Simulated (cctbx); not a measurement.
## Symmetry from intensities

Cell: a = 10.8900 Å, b = 10.8900 Å, c = 10.8900 Å, α = 90.00°, β = 90.00°, γ = 90.00°. Expected content of the cell: Tl8 Y4 Br24 Li4.

Simulated single-crystal data (cctbx): Mo Kα, λ = 0.71073 Å, to d = 0.65 Å, 80 % of the full sphere, strongest reflection 5000 counts, noise from counting, a 3 % proportional error and a noise floor of 2 counts (s.d.); no absorption, some extinction.

A first pass over the reflections prints:

```text
15528 reflections to d = 0.651 A
centring   violations  <I/sigma> of those
    A          0 of  7737     -0.0
    B          0 of  7721      0.0
    C          0 of  7746      0.0
    I        426 of  7637      0.7
    R       1496 of 10332      1.9
    F          0 of 11602      0.0
Laue class    unique    Rint  (classes that these axes allow; Friedel mates merged)
F m m m           706   0.042
F m -3            242   0.044
F m -3 m          163   0.044
space group    extra absences  I>4sigma  <I/sigma>
F 4 3 2                 0          0         -  acentric
F -4 3 m                0          0         -  acentric
F m -3 m                0          0         -  centric
Wilson B = 0.59 A^2   <|E^2-1|> = 1.034 (0.968 centric, 0.736 acentric)   E^2>4: 3.7 %
shell (A)         n   <I/sigma>
 6.29 - 1.30     29     42.8
 1.30 - 1.03     23     45.3
 1.03 - 0.90     19     38.6
 0.90 - 0.82     19     35.6
 0.82 - 0.76     20     30.3
 0.76 - 0.72     17     32.4
 0.72 - 0.68     17     31.2
 0.68 - 0.65     19     30.3
```

**Question.** What are the lattice type, the Laue class and the likely space group?

The reflections that A, B, C and F centring forbids are absent (⟨I/σ⟩ near 0), so the lattice is F. F holds A, B and C together.

Rint stays low (0.042 to 0.044) up to F m -3 m, the highest class in these axes.

3 settings pass the absence test. No glide or screw absences show, which leaves F 4 3 2, F -4 3 m and F m -3 m.

⟨|E²−1|⟩ = 1.034 leans to a centrosymmetric structure. The Wilson B of 0.59 Å² means U ≈ 0.0075 Å².

The true group is Fm-3m (no. 225), Laue class m-3m, centrosymmetric. The tables only narrow the choice to the tied entries; cell content, site symmetry and trial solutions must settle it.

The model was made for the exercise: a known structure type with other elements put in, its volume estimated, not relaxed; displacement parameters are assumed.

[Logs are printed without paths, hosts, clocks, repeated set-up lines and the standing remarks that a program may print on its own settings, such as how far it seeks lower states.]
